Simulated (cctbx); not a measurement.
**Accept or mend?**

Cell a = 9.2930 Å, b = 10.3820 Å, c = 4.2110 Å, α = 90.00°, β = 90.00°, γ = 90.00°; space group Cmmm (no. 65). The compound is Dy2Zn3Ga6.

The data are simulated with cctbx, not measured: Mo Kα, λ = 0.71073 Å, to d = 0.7 Å, 50 % of the full sphere, strongest reflection 70000 counts, noise from counting, a 6 % proportional error and a noise floor of 2 counts (s.d.); no absorption.

An anisotropic refinement with weights 1/σ² prints:

```text
Rint 0.041, 372 unique reflections to 0.70 A
cycle     R1     wR2    GooF  max shift (A)
   1  0.0296  0.1094   2.636   0.00080
   2  0.0169  0.0472   1.138   0.00000
final R1 0.0169 wR2 0.0472 GooF 1.138  parameters 21  data/parameter 17.7
atom        x        y        z      Ueq    occ   su(xyz)  su(Uiso or U11)
Dy1    0.50000  0.77476  0.00000   0.0058  1.000  0.00002  0.0002
Zn1    0.60921  0.00000  0.50000   0.0033  1.000  0.00007  0.0003
Ga1    0.77189  0.85075  0.50000   0.0043  1.000  0.00004  0.0002
Ga2    0.77694  0.00000  0.00000   0.0090  1.000  0.00007  0.0003
Zn2    0.00000  0.00000  0.50000   0.0041  1.000  0.00000  0.0004
difference map: max 1.06 min -1.44 rms 0.28
Q1    0.1033  0.5000  0.4177    8    1.13  0.35 A from Zn1
Q2    0.0000  0.5000  0.5000    2    1.06  1.01 A from Zn1
Q3    0.1962  0.2250  0.5000    8    1.02  0.84 A from Ga1
Q4    0.0000  0.3464  0.0000    4    0.96  0.74 A from Dy1
Q5    0.0000  0.5000  0.2403    4    0.92  1.49 A from Zn1
Q6    0.0000  0.4460  0.0000    4    0.88  1.78 A from Dy1
```

**Question.** Can this result stand? If not, what is the likely fault?

Mend it. The fault: elements exchanged: Ga2 is Zn and Zn1 is Ga. Against the right model at the same level, R1 goes from 0.0147 to 0.0169 and GooF from 0.92 to 1.14, U of Zn1 shrinks from 0.0054 to 0.0033 Å² and U of Ga2 swells from 0.0068 to 0.0090 Å². Ga2 has 1 electron too many and its U swells to shed them, as expected (near an absorption edge f′ can widen the mismatch well beyond the difference in Z); Zn1 has 1 electron too few and its U shrinks to make up, as expected (near an absorption edge f′ can widen the mismatch well beyond the difference in Z).

The compound is Dy2Zn3Ga6. The right model at the same level gives:

```text
Rint 0.041, 372 unique reflections to 0.70 A
cycle     R1     wR2    GooF  max shift (A)
   1  0.0216  0.0753   1.816   0.00058
   2  0.0147  0.0383   0.923   0.00000
final R1 0.0147 wR2 0.0383 GooF 0.923  parameters 21  data/parameter 17.7
atom        x        y        z      Ueq    occ   su(xyz)  su(Uiso or U11)
Dy1    0.50000  0.77478  0.00000   0.0058  1.000  0.00002  0.0001
Ga1    0.60918  0.00000  0.50000   0.0054  1.000  0.00006  0.0002
Ga2    0.77192  0.85076  0.50000   0.0043  1.000  0.00004  0.0002
Zn1    0.77696  0.00000  0.00000   0.0068  1.000  0.00006  0.0002
Zn2    0.00000  0.00000  0.50000   0.0041  1.000  0.00000  0.0003
difference map: max 1.19 min -1.49 rms 0.26
Q1    0.0000  0.5000  0.5000    2    1.22  1.01 A from Ga1
Q2    0.1999  0.2251  0.5000    8    1.03  0.83 A from Ga2
Q3    0.0812  0.2857  0.0000    8    0.98  0.76 A from Dy1
Q4    0.0000  0.5000  0.2289    4    0.93  1.53 A from Ga1
Q5    0.0000  0.3465  0.0000    4    0.92  0.74 A from Dy1
Q6    0.0000  0.4444  0.0000    4    0.91  1.76 A from Dy1
```

The model is made up (kin elements in a known structure type, no relaxation), so it says nothing on whether the phase exists.

[Middle refinement cycles are left out of these outputs.]

[Logs are printed without paths, hosts, clocks, repeated set-up lines and the standing remarks that a program may print on its own settings, such as how far it seeks lower states.]
